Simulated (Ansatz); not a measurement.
# How fast states decay through Ca3AsBr2Cl, part 2 of 3

A new crystal, Ca3AsBr2Cl: structure, gap and complex bands. It is built by putting Cl for part of the Br in the Ca3AsBr3 structure of space group Pm-3m, with the volume rescaled by atomic radii. The parent structure comes from the Materials Project.

Ansatz 0.2.0; r2SCAN DFT, plane waves, PAW files (the session's first sound run).

So far, gap on the k-mesh (eV): step 3 (the bulk crystal and its band edges) 2.03.

The structure was built from a prototype and need not be the compound's stable phase.

## (4) Decaying states in the gap, plane (100)

This step: r2SCAN DFT, plane waves, PAW files; complex bands by layer matching along the plane's normal (Ansatz 0.2.0).

The same crystal is laid in a cell whose first two vectors span the (100) plane (indices of the standard conventional cell, whose axes can be ordered otherwise than in the bulk input). At fixed energy and wavevector in the plane the solver finds all kz, real and complex. A few wavevectors are listed, (0, 0) and (0.5, 0) in units of the plane's reciprocal vectors; the slowest state needn't be among them.

input.yaml reads:

```yaml
crystal:
  lattice:
    - [5.82943677, 0.0, 0.0]
    - [0.0, 5.94100833, 0.0]
    - [0.0, 0.0, 5.82943677]
  atoms:
    - { symbol: Ca, position: [0.0, 0.0, 0.5] }
    - { symbol: Ca, position: [0.5, 0.0, 0.0] }
    - { symbol: Ca, position: [0.0, 0.5, 0.0] }
    - { symbol: As, position: [0.0, 0.0, 0.0] }
    - { symbol: Br, position: [0.5, 0.5, 0.0] }
    - { symbol: Br, position: [0.0, 0.5, 0.5] }
    - { symbol: Cl, position: [0.5, 0.0, 0.5] }
kpoints:
  mp_grid: { grid: [4, 4, 4] }
scf:
  occupations: { method: fixed }
hamiltonian:
  xc: r2scan
output:
  eigenvalues: true
  transmission:
    leads: [[0, 0]]
    kpoints: [[0.0, 0.0], [0.5, 0.0]]
    e_range: [-1.0, 3.03]
    de: 0.07
```

The run is started by

```console
$ ansatz run input.yaml --threads 2 --pin off --max-ram 4096MiB --backend cpu --events-out ev --progress --plain --runs-dir out
```

Numbers of over 12 decimals in the logs are rounded to 6 here.

Log:

```text
[...]
Crystal: 7 atoms, lattice volume = 201.889 Å³
Basis set: ecut = 500 eV, 5113 PW (Γ), exchange–correlation on 180×180×180 points (64 copies of the dense FFT grid, shifted against one another)
Bands: 40, of which v1, the nominal top of the filled ones, is band 33 counted from 1 (32 counted from 0)
Symmetry: 16 space group operations
[...]
k-points: 18 of 64
[...]
SCF iter   1: F=—  HF=-17013.668724 eV  |F-HF|=—  |Δ(HF+E_count)|=         —  Δρ=5.10e-3  dr2=8.35e-2  dr2_τ=1.94e-2  ethr=1.77e-3  ⟨swp⟩=6.6  Hψ=2613  notcnv=0  defer=75
[...]
SCF iter   8: F=-17013.768063 eV  HF=-17013.768063 eV  |F-HF|=4.59e-9  |Δ(HF+E_count)|=   7.97e-8  Δρ=1.44e-6  dr2=7.00e-9  dr2_τ=8.24e-10  ethr=1.52e-10  ⟨swp⟩=19.1  Hψ=3879  notcnv=0
SCF 1 converged in 8 iterations: F = -17013.768063 eV  dr2 = 7.00e-9
[...]
transmission: 12 of 24 steps passed
transmission: 24 of 24 steps passed
SCF converged after 8 iterations
Free energy (F): -17013.768063 eV
[...]
Internal energy: -17013.768063 eV  (E = F + TS)
E sigma→0 (E₀):  -17013.768063 eV
Fermi energy:    5.456163 eV
[...]
--- Band table (eV; the first three rows and the last of 18) ---
  k-point 0: bands = [... 29 lower, 2.4061, 5.4348, 5.4348, 5.4562, 7.4821, 7.4821, 7.5717, 8.4726, ... 3 higher]
  k-point 1: bands = [... 29 lower, 2.2760, 4.6830, 5.1823, 5.2066, 7.6040, 8.2324, 8.2678, 8.9789, ... 3 higher]
  k-point 2: bands = [... 29 lower, 2.1454, 4.1235, 4.9882, 5.0375, 7.7643, 8.9698, 9.2192, 9.2230, ... 3 higher]
  k-point 17: bands = [... 29 lower, 2.6746, 4.3219, 4.3219, 4.3730, 9.7246, 9.9151, 9.9151, 10.1623, ... 3 higher]
--- Transmission ---
  basis      : 361 plane waves across, 12 finite elements along
  points     : 2, as listed
  energies   : 58 from -1.000000 to 2.990000 eV about the Fermi level, 0.070000 eV apart; the leads are filled to 1.012944 eV, and channels, transmission and decay are at 1.030000 eV
  crystal 0  : Ca3As1Br2Cl1, at the sites [0, 0], period 5.8294 Å: whole cells are its period
    offset         : up to 0.0000 Å between an atom of the period and one for which it stands
    channels       : 0.000000e0 a spin
    conductance    : none, the energies end too early or step too widely for 300 K: set another output.transmission.e_range or a lower de, or, where they end at an eighth of basis.ecutwfc, a higher one
    slowest decay  : 0.1978 /Å at (0.0000, 0.0000)
```

Elapsed: 4.2 min, on 2 threads of Arm Neoverse N1, shared host; peak memory 1.6 GiB.

This step gave:

```yaml
level_to_which_the_leads_are_filled: 1.013 eV from the Fermi level
decay_constant_at_the_filling_level_zone_centre: 0.1978 Å⁻¹
decay_constant_at_the_filling_level_slowest_listed_point: 0.1978 Å⁻¹
```

K parallel (0, 0); values up to 1.5 1/Å, a degenerate pair printed once or twice; energies at which all values exceed this have no row. Im kz of the slowest decaying states against energy, zero at the highest filled level on the SCF mesh:

| energy (eV) | decay 1 (Å⁻¹) | decay 2 (Å⁻¹) | decay 3 (Å⁻¹) | decay 4 (Å⁻¹) |
| --- | --- | --- | --- | --- |
| -1.00 | 0.407 | 0.411 | 0.442 | 0.466 |
| -0.79 | 0.321 | 0.360 | 0.415 | 0.467 |
| -0.58 | 0.194 | 0.244 | 0.417 | 0.466 |
| -0.37 | 0.417 | 0.465 | 0.558 | 0.635 |
| -0.23 | 0.417 | 0.464 | 0.559 | 0.634 |
| -0.02 | 0.00963 | 0.0171 | 0.416 | 0.461 |
| 0.19 | 0.109 | 0.159 | 0.183 | 0.414 |
| 0.40 | 0.147 | 0.204 | 0.228 | 0.411 |
| 0.61 | 0.170 | 0.223 | 0.247 | 0.407 |
| 0.82 | 0.187 | 0.229 | 0.252 | 0.403 |
| 0.96 | 0.195 | 0.227 | 0.250 | 0.399 |
| 1.17 | 0.203 | 0.217 | 0.240 | 0.393 |
| 1.38 | 0.199 | 0.207 | 0.223 | 0.386 |
| 1.59 | 0.171 | 0.196 | 0.208 | 0.378 |
| 1.80 | 0.128 | 0.157 | 0.206 | 0.329 |
| 2.01 | 0.0348 | 0.0916 | 0.094 | 0.200 |
| 2.22 | 0.191 | 0.350 | 0.373 | 0.451 |
| 2.36 | 0.120 | 0.181 | 0.342 | 0.363 |
| 2.57 | 0.160 | 0.223 | 0.330 | 0.346 |
| 2.78 | 0.126 | 0.250 | 0.316 | 0.327 |
| 2.99 | 0.0461 | 0.246 | 0.300 | 0.305 |

K parallel (0, 0). Re kz of states that move upwards against energy, zero at the highest filled level on the SCF mesh:

| energy (eV) | channel 1 (Å⁻¹) | channel 2 (Å⁻¹) | channel 3 (Å⁻¹) |
| --- | --- | --- | --- |
| -1.00 | -0.336 | - | - |
| -0.86 | -0.294 | - | - |
| -0.79 | -0.274 | - | - |
| -0.65 | -0.236 | - | - |
| -0.58 | -0.218 | - | - |
| -0.44 | -0.440 | -0.181 | - |
| -0.37 | -0.399 | -0.352 | -0.162 |
| -0.23 | -0.252 | -0.237 | -0.121 |
| -0.16 | -0.192 | -0.186 | -0.0966 |
| -0.02 | -0.0590 | - | - |
| 0.05 | - | - | - |
| 0.19 | - | - | - |
| 0.26 | - | - | - |
| 0.40 | - | - | - |
| 0.54 | - | - | - |
| 0.61 | - | - | - |
| 0.75 | - | - | - |
| 0.82 | - | - | - |
| 0.96 | - | - | - |
| 1.03 | - | - | - |
| 1.17 | - | - | - |
| 1.24 | - | - | - |
| 1.38 | - | - | - |
| 1.45 | - | - | - |
| 1.59 | - | - | - |
| 1.73 | - | - | - |
| 1.80 | - | - | - |
| 1.94 | - | - | - |
| 2.01 | - | - | - |
| 2.15 | 0.0550 | 0.100 | 0.272 |
| 2.22 | 0.0966 | 0.127 | 0.358 |
| 2.36 | 0.150 | 0.170 | - |
| 2.43 | 0.172 | 0.188 | - |
| 2.57 | 0.211 | 0.223 | - |
| 2.64 | 0.229 | 0.239 | - |
| 2.78 | 0.262 | 0.270 | - |
| 2.85 | 0.278 | 0.285 | - |
| 2.99 | 0.309 | 0.315 | - |

K parallel (0.5, 0); values up to 1.5 1/Å, a degenerate pair printed once or twice; energies at which all values exceed this have no row. Table of Im kz of the slowest decaying states by energy, zero at the highest filled level on the SCF mesh:

| energy (eV) | decay 1 (Å⁻¹) | decay 2 (Å⁻¹) | decay 3 (Å⁻¹) | decay 4 (Å⁻¹) |
| --- | --- | --- | --- | --- |
| -1.0000 | 0.157 | 0.430 | 0.509 | 0.620 |
| -0.7200 | 0.481 | 0.509 | 0.621 | 0.739 |
| -0.5100 | 0.501 | 0.508 | 0.620 | 0.732 |
| -0.2300 | 0.138 | 0.192 | 0.507 | 0.515 |
| -0.0200 | 0.190 | 0.239 | 0.505 | 0.520 |
| 0.2600 | 0.232 | 0.269 | 0.502 | 0.521 |
| 0.4700 | 0.253 | 0.279 | 0.500 | 0.520 |
| 0.7500 | 0.272 | 0.281 | 0.497 | 0.514 |
| 1.0300 | 0.272 | 0.285 | 0.494 | 0.504 |
| 1.2400 | 0.259 | 0.291 | 0.493 | 0.495 |
| 1.5200 | 0.234 | 0.295 | 0.481 | 0.493 |
| 1.7300 | 0.207 | 0.295 | 0.467 | 0.499 |
| 2.0100 | 0.154 | 0.293 | 0.447 | 0.474 |
| 2.2200 | 0.0859 | 0.288 | 0.429 | 0.449 |
| 2.5000 | 0.278 | 0.401 | 0.409 | 0.473 |
| 2.7800 | 0.264 | 0.360 | 0.368 | 0.449 |

At the listed wavevectors the last open channel is at -0.02 eV and the next at +2.08 eV on the grid. At +1.03 eV, the grid energy nearest the filling level (the middle of the gap on the SCF mesh), the slowest state at the listed wavevectors decays with κ = 0.198 Å⁻¹, its amplitude falling by e over 5.1 Å. Through 1 nm of this crystal that state's transmission falls by exp(−2 × 0.198 Å⁻¹ × 10 Å) = 0.019.

## (5) Decay over the two-dimensional zone

The listed points could miss the slowest state, so one energy near mid-gap is solved on a mesh of 8×8.

input.yaml: that of step 4 with these lines changed.

```diff
@@ -21,6 +21,2 @@
   eigenvalues: true
-  transmission:
-    leads: [[0, 0]]
-    kpoints: [[0.0, 0.0], [0.5, 0.0]]
-    e_range: [-1.0, 3.03]
-    de: 0.07
+  transmission: { leads: [[0, 0]], kmesh: [8, 8], e_range: [1.01, 1.02], de: 0.05 }
```

Log:

```text
[...]
Crystal: 7 atoms, lattice volume = 201.889 Å³
Basis set: ecut = 500 eV, 5113 PW (Γ), exchange–correlation on 180×180×180 points (64 copies of the dense FFT grid, shifted against one another)
Bands: 40, of which v1, the nominal top of the filled ones, is band 33 counted from 1 (32 counted from 0)
Symmetry: 16 space group operations
[...]
k-points: 18 of 64
[...]
SCF iter   1: F=—  HF=-17013.668724 eV  |F-HF|=—  |Δ(HF+E_count)|=         —  Δρ=5.10e-3  dr2=8.35e-2  dr2_τ=1.94e-2  ethr=1.77e-3  ⟨swp⟩=6.6  Hψ=2613  notcnv=0  defer=75
[...]
SCF iter   8: F=-17013.768063 eV  HF=-17013.768063 eV  |F-HF|=4.59e-9  |Δ(HF+E_count)|=   7.97e-8  Δρ=1.44e-6  dr2=7.00e-9  dr2_τ=8.24e-10  ethr=1.52e-10  ⟨swp⟩=19.1  Hψ=3879  notcnv=0
SCF 1 converged in 8 iterations: F = -17013.768063 eV  dr2 = 7.00e-9
[...]
transmission: 32 of 200 steps passed
transmission: 64 of 200 steps passed
[...]
transmission: 200 of 200 steps passed
SCF converged after 8 iterations
Free energy (F): -17013.768063 eV
[...]
Internal energy: -17013.768063 eV  (E = F + TS)
E sigma→0 (E₀):  -17013.768063 eV
Fermi energy:    5.456163 eV
[...]
--- Band table (eV; the first three rows and the last of 18) ---
  k-point 0: bands = [... 29 lower, 2.4061, 5.4348, 5.4348, 5.4562, 7.4821, 7.4821, 7.5717, 8.4726, ... 3 higher]
  k-point 1: bands = [... 29 lower, 2.2760, 4.6830, 5.1823, 5.2066, 7.6040, 8.2324, 8.2678, 8.9789, ... 3 higher]
  k-point 2: bands = [... 29 lower, 2.1454, 4.1235, 4.9882, 5.0375, 7.7643, 8.9698, 9.2192, 9.2230, ... 3 higher]
  k-point 17: bands = [... 29 lower, 2.6746, 4.3219, 4.3219, 4.3730, 9.7246, 9.9151, 9.9151, 10.1623, ... 3 higher]
--- Transmission ---
  basis      : 361 plane waves across, 8 finite elements along
  points     : 25, standing for a mesh of 8 x 8
  energies   : 1 from 1.010000 to 1.010000 eV about the Fermi level; the leads are filled to 1.012944 eV, and channels, transmission and decay are at 1.010000 eV
[...]
channels       : 0.000000e0 a spin
    conductance    : none, crystal 0 has no channel at the energies, or these end too early or step too widely for 300 K: set another output.transmission.e_range or a lower de, or, where they end at an eighth of basis.ecutwfc, a higher one
    slowest decay  : 0.1969 /Å at (0.0000, 0.0000)
```

Wall time 4.8 min (2 threads); peak memory 1.8 GiB.

Numbers from this step:

```yaml
least_decay_constant_on_the_mesh: 0.1969 Å⁻¹
```

Slowest decay constant (1/Å; 0 where a channel is open) over k1 and k2. At 1.0100 eV from the Fermi level.

Values, 8 rows by 8 columns:
```
0.423 0.408 0.364 0.323 0.298 0.323 0.364 0.408
0.348 0.341 0.319 0.298 0.281 0.298 0.319 0.341
0.297 0.292 0.276 0.250 0.239 0.250 0.276 0.292
0.273 0.268 0.254 0.236 0.197 0.236 0.254 0.268
0.297 0.292 0.276 0.250 0.239 0.250 0.276 0.292
0.348 0.341 0.319 0.298 0.281 0.298 0.319 0.341
0.423 0.408 0.364 0.323 0.298 0.323 0.364 0.408
0.514 0.447 0.375 0.327 0.305 0.327 0.375 0.447
```
Columns: k1 (b1) from -0.5 to 0.375; rows upwards: k2 (b2) from -0.5 to 0.375.

The least value on the mesh is 0.197 Å⁻¹ at +1.01 eV. At that energy the listed points give about 0.197 Å⁻¹ by interpolation, so the mesh holds no clearly slower state.

## (6) Decaying states in the gap, plane (001)

The same for the (001) plane, at (0, 0) and (0.5, 0), to see how the decay depends on direction.

input.yaml reads:

```yaml
crystal:
  lattice:
    - [5.82943677, 0.0, 0.0]
    - [0.0, 5.82943677, 0.0]
    - [0.0, 0.0, 5.94100833]
  atoms:
    - { symbol: Ca, position: [0.5, 0.0, 0.0] }
    - { symbol: Ca, position: [0.0, 0.5, 0.0] }
    - { symbol: Ca, position: [0.0, 0.0, 0.5] }
    - { symbol: As, position: [0.0, 0.0, 0.0] }
    - { symbol: Br, position: [0.0, 0.5, 0.5] }
    - { symbol: Br, position: [0.5, 0.0, 0.5] }
    - { symbol: Cl, position: [0.5, 0.5, 0.0] }
kpoints:
  mp_grid: { grid: [4, 4, 4] }
scf:
  occupations: { method: fixed }
hamiltonian:
  xc: r2scan
output:
  eigenvalues: true
  transmission:
    leads: [[0, 0]]
    kpoints: [[0.0, 0.0], [0.5, 0.0]]
    e_range: [-1.0, 3.03]
    de: 0.07
```

Log:

```text
[...]
Crystal: 7 atoms, lattice volume = 201.889 Å³
Basis set: ecut = 500 eV, 5113 PW (Γ), exchange–correlation on 180×180×180 points (64 copies of the dense FFT grid, shifted against one another)
Bands: 40, of which v1, the nominal top of the filled ones, is band 33 counted from 1 (32 counted from 0)
Symmetry: 16 space group operations
[...]
k-points: 18 of 64
[...]
SCF iter   1: F=—  HF=-17013.668774 eV  |F-HF|=—  |Δ(HF+E_count)|=         —  Δρ=5.11e-3  dr2=8.36e-2  dr2_τ=1.94e-2  ethr=1.77e-3  ⟨swp⟩=6.6  Hψ=2611  notcnv=0  defer=75
[...]
SCF iter   8: F=-17013.768063 eV  HF=-17013.768063 eV  |F-HF|=4.56e-9  |Δ(HF+E_count)|=   8.06e-8  Δρ=1.45e-6  dr2=7.06e-9  dr2_τ=8.27e-10  ethr=1.52e-10  ⟨swp⟩=19.1  Hψ=3933  notcnv=0
SCF 1 converged in 8 iterations: F = -17013.768063 eV  dr2 = 7.06e-9
[...]
transmission: 10 of 20 steps passed
transmission: 20 of 20 steps passed
SCF converged after 8 iterations
Free energy (F): -17013.768063 eV
[...]
Internal energy: -17013.768063 eV  (E = F + TS)
E sigma→0 (E₀):  -17013.768063 eV
Fermi energy:    5.456161 eV
[...]
--- Band table (eV; the first three rows and the last of 18) ---
  k-point 0: bands = [... 29 lower, 2.4061, 5.4348, 5.4348, 5.4562, 7.4821, 7.4821, 7.5717, 8.4726, ... 3 higher]
  k-point 1: bands = [... 29 lower, 2.3489, 4.7060, 5.1755, 5.1755, 7.7005, 8.2128, 8.2128, 9.0350, ... 3 higher]
  k-point 2: bands = [... 29 lower, 2.2967, 4.1562, 4.9883, 4.9883, 7.8818, 8.8016, 9.2635, 9.2635, ... 3 higher]
  k-point 17: bands = [... 29 lower, 2.6746, 4.3219, 4.3219, 4.3730, 9.7246, 9.9151, 9.9151, 10.1623, ... 3 higher]
--- Transmission ---
  basis      : 349 plane waves across, 10 finite elements along
  points     : 2, as listed
[...]
crystal 0  : Ca3As1Cl1Br2, at the sites [0, 0], period 5.9410 Å: whole cells are its period
[...]
channels       : 0.000000e0 a spin
[...]
slowest decay  : 0.1890 /Å at (0.0000, 0.0000)
```

Elapsed: 4 min, on 2 threads; peak memory 1.5 GiB.

This step gave:

* decay constant at the filling level, zone centre: 0.1890 Å⁻¹
* decay constant at the filling level, slowest listed point: 0.189 Å⁻¹

K parallel (0, 0); values up to 1.5 1/Å, a degenerate pair printed once or twice; energies at which all values exceed this have no row. The Im kz of the slowest decaying states by energy, zero at the highest filled level on the SCF mesh:

| energy (eV) | decay 1 (Å⁻¹) | decay 2 (Å⁻¹) | decay 3 (Å⁻¹) | decay 4 (Å⁻¹) |
| --- | --- | --- | --- | --- |
| -1.00 | 0.403 | 0.429 | 0.444 | 0.607 |
| -0.79 | 0.319 | 0.430 | 0.446 | 0.612 |
| -0.58 | 0.193 | 0.430 | 0.447 | 0.615 |
| -0.37 | 0.429 | 0.447 | 0.616 | 0.742 |
| -0.23 | 0.428 | 0.446 | 0.615 | 0.737 |
| -0.02 | 0.0155 | 0.425 | 0.444 | 0.613 |
| 0.19 | 0.101 | 0.168 | 0.422 | 0.441 |
| 0.40 | 0.139 | 0.210 | 0.418 | 0.437 |
| 0.61 | 0.163 | 0.227 | 0.413 | 0.432 |
| 0.82 | 0.179 | 0.232 | 0.407 | 0.427 |
| 0.96 | 0.186 | 0.229 | 0.403 | 0.423 |
| 1.17 | 0.194 | 0.219 | 0.396 | 0.416 |
| 1.38 | 0.197 | 0.200 | 0.388 | 0.408 |
| 1.59 | 0.172 | 0.198 | 0.379 | 0.399 |
| 1.80 | 0.128 | 0.195 | 0.369 | 0.374 |
| 2.01 | 0.0350 | 0.188 | 0.224 | 0.358 |
| 2.22 | 0.178 | 0.346 | 0.367 | 0.492 |
| 2.36 | 0.168 | 0.338 | 0.358 | 0.478 |
| 2.57 | 0.148 | 0.162 | 0.324 | 0.344 |
| 2.78 | 0.115 | 0.204 | 0.309 | 0.328 |
| 2.99 | 0.0415 | 0.197 | 0.292 | 0.308 |

K parallel (0, 0). The Re kz of states that move upwards by energy, zero at the highest filled level on the SCF mesh:

| energy (eV) | channel 1 (Å⁻¹) | channel 2 (Å⁻¹) | channel 3 (Å⁻¹) |
| --- | --- | --- | --- |
| -1.00 | -0.339 | - | - |
| -0.86 | -0.295 | - | - |
| -0.72 | -0.256 | - | - |
| -0.58 | -0.219 | - | - |
| -0.44 | -0.431 | -0.431 | -0.183 |
| -0.30 | -0.280 | -0.280 | -0.145 |
| -0.16 | -0.173 | -0.173 | -0.102 |
| -0.02 | -0.0346 | - | - |
| 0.12 | - | - | - |
| 0.26 | - | - | - |
| 0.40 | - | - | - |
| 0.54 | - | - | - |
| 0.68 | - | - | - |
| 0.82 | - | - | - |
| 0.96 | - | - | - |
| 1.03 | - | - | - |
| 1.17 | - | - | - |
| 1.31 | - | - | - |
| 1.45 | - | - | - |
| 1.59 | - | - | - |
| 1.73 | - | - | - |
| 1.87 | - | - | - |
| 2.01 | - | - | - |
| 2.15 | 0.101 | 0.101 | 0.132 |
| 2.29 | 0.149 | 0.149 | 0.315 |
| 2.43 | 0.188 | 0.188 | - |
| 2.57 | 0.223 | 0.223 | - |
| 2.71 | 0.254 | 0.254 | - |
| 2.85 | 0.284 | 0.284 | - |
| 2.99 | 0.313 | 0.313 | - |

K parallel (0.5, 0); values up to 1.5 1/Å, a degenerate pair printed once or twice; energies at which all values exceed this have no row. Table of Im kz of the slowest decaying states by energy, zero at the highest filled level on the SCF mesh:

| energy (eV) | decay 1 (Å⁻¹) | decay 2 (Å⁻¹) | decay 3 (Å⁻¹) | decay 4 (Å⁻¹) |
| --- | --- | --- | --- | --- |
| -1.00 | 0.229 | 0.397 | 0.550 | 0.597 |
| -0.86 | 0.0945 | 0.432 | 0.551 | 0.598 |
| -0.65 | 0.462 | 0.552 | 0.598 | 0.650 |
| -0.51 | 0.474 | 0.553 | 0.597 | 0.645 |
| -0.37 | 0.0990 | 0.110 | 0.483 | 0.554 |
| -0.23 | 0.163 | 0.180 | 0.489 | 0.556 |
| -0.02 | 0.211 | 0.236 | 0.495 | 0.561 |
| 0.12 | 0.232 | 0.256 | 0.496 | 0.568 |
| 0.26 | 0.249 | 0.270 | 0.497 | 0.577 |
| 0.47 | 0.268 | 0.281 | 0.495 | 0.568 |
| 0.61 | 0.278 | 0.284 | 0.493 | 0.561 |
| 0.75 | 0.284 | 0.285 | 0.489 | 0.553 |
| 0.89 | 0.281 | 0.291 | 0.485 | 0.545 |
| 1.10 | 0.272 | 0.297 | 0.477 | 0.532 |
| 1.24 | 0.263 | 0.299 | 0.471 | 0.521 |
| 1.38 | 0.251 | 0.301 | 0.464 | 0.511 |
| 1.52 | 0.237 | 0.301 | 0.456 | 0.499 |
| 1.73 | 0.210 | 0.299 | 0.443 | 0.480 |
| 1.87 | 0.186 | 0.297 | 0.433 | 0.466 |
| 2.01 | 0.157 | 0.294 | 0.422 | 0.450 |
| 2.22 | 0.0873 | 0.287 | 0.404 | 0.425 |
| 2.36 | 0.281 | 0.390 | 0.406 | 0.466 |
| 2.50 | 0.274 | 0.376 | 0.385 | 0.455 |
| 2.64 | 0.267 | 0.360 | 0.363 | 0.444 |
| 2.85 | 0.253 | 0.323 | 0.333 | 0.425 |
| 2.99 | 0.242 | 0.291 | 0.312 | 0.411 |

At the listed wavevectors the last open channel is at -0.02 eV and the next at +2.08 eV on the grid. At +1.03 eV, the grid energy nearest the filling level (the middle of the gap on the SCF mesh), the slowest state at the listed wavevectors decays with κ = 0.189 Å⁻¹, its amplitude falling by e over 5.3 Å; the first such run, plane (100), gave 0.198 Å⁻¹.

## (7) Band edges at another level, cutoff 420 eV

This step: PBEsol DFT, plane waves, PAW files (Ansatz 0.2.0).

The edges again with PBEsol, at the same atoms. Against that run the cutoff is 420 eV against 500.

input.yaml reads:

```yaml
crystal:
  lattice:
    - [5.8294367695, 0.0, 0.0]
    - [0.0, 5.8294367695, 0.0]
    - [0.0, 0.0, 5.9410083297]
  atoms:
    - { symbol: Ca, position: [0.5, 0.0, 0.0] }
    - { symbol: Ca, position: [0.0, 0.5, 0.0] }
    - { symbol: Ca, position: [0.0, 0.0, 0.5] }
    - { symbol: As, position: [0.0, 0.0, 0.0] }
    - { symbol: Br, position: [0.0, 0.5, 0.5] }
    - { symbol: Br, position: [0.5, 0.0, 0.5] }
    - { symbol: Cl, position: [0.5, 0.5, 0.0] }
kpoints:
  mp_grid: { grid: [4, 4, 4] }
  band_path: { path: [VBM, CBM], npoints: 30 }
scf:
  occupations: { method: fixed }
hamiltonian:
  xc: pbesol
output:
  eigenvalues: true
```

Log:

```text
[...]
Crystal: 7 atoms, lattice volume = 201.889 Å³
Basis set: ecut = 420 eV, 3903 PW (Γ)
Bands: 40, of which v1, the nominal top of the filled ones, is band 33 counted from 1 (32 counted from 0)
Symmetry: 16 space group operations
[...]
k-points: 18 of 64
[...]
SCF iter   1: F=—  HF=-16741.020648 eV  |F-HF|=—  |Δ(HF+E_count)|=         —  Δρ=2.79e-3  dr2=1.93e-2  ethr=1.77e-3  ⟨swp⟩=6.6  Hψ=2614  notcnv=0  defer=76
[...]
SCF iter   7: F=-16741.016876 eV  HF=-16741.016876 eV  |F-HF|=3.27e-8  |Δ(HF+E_count)|=   6.72e-7  Δρ=3.43e-6  dr2=7.24e-8  ethr=1.52e-10  ⟨swp⟩=19.8  Hψ=4056  notcnv=0
SCF 1 converged in 7 iterations: F = -16741.016876 eV  dr2 = 7.24e-8
[...]
SCF converged after 7 iterations
Free energy (F): -16741.016876 eV
[...]
Internal energy: -16741.016876 eV  (E = F + TS)
E sigma→0 (E₀):  -16741.016876 eV
Fermi energy:    5.522532 eV
[...]
--- Band table (eV; the first three rows and the last of 18) ---
  k-point 0: bands = [... 29 lower, 2.7065, 5.4985, 5.4985, 5.5225, 7.1083, 7.1083, 7.1972, 7.8027, ... 3 higher]
  k-point 1: bands = [... 29 lower, 2.6452, 4.7189, 5.2138, 5.2138, 7.3228, 7.8468, 7.8468, 8.4185, ... 3 higher]
  k-point 2: bands = [... 29 lower, 2.5901, 4.1662, 5.0227, 5.0227, 7.5000, 8.4040, 8.8672, 8.8672, ... 3 higher]
  k-point 17: bands = [... 29 lower, 2.9644, 4.3747, 4.3747, 4.4246, 9.2243, 9.3771, 9.3771, 9.7471, ... 3 higher]
```

Elapsed: 42 s, on 2 threads; peak memory 0.51 GiB.

This step gave:

* free energy: -16741.0169 eV
* Fermi energy: 5.523 eV
* gap on the k-mesh: 1.586 eV
* gap on path: 1.586 eV, by band count; negative where bands overlap
* direct gap on path: 1.586 eV

Levels at VBM (eV): -4.36, -4.36, -4.33, -3.75, -3.75, -3.58, -3.10, -2.82, -2.82, -0.02, -0.02, 0.00, 1.59, 1.59, 1.67, 2.28, 3.38, 3.55, 3.55.

The searched edges give 1.59 eV, as on the mesh.

Between step 3 and this run (PBEsol and cutoff 420 eV) the value for the gap on the k-mesh moves from 2.03 eV to 1.59 eV.

(Part 2 of 3 ends here.)

[Logs are printed without paths, hosts, clocks, repeated set-up lines and the standing remarks that a program may print on its own settings, such as how far it seeks lower states.]

[Hosts, paths, dates, database ids (printed as entryN), source tags and the programs' standing remarks are cut or masked in the printed files.]
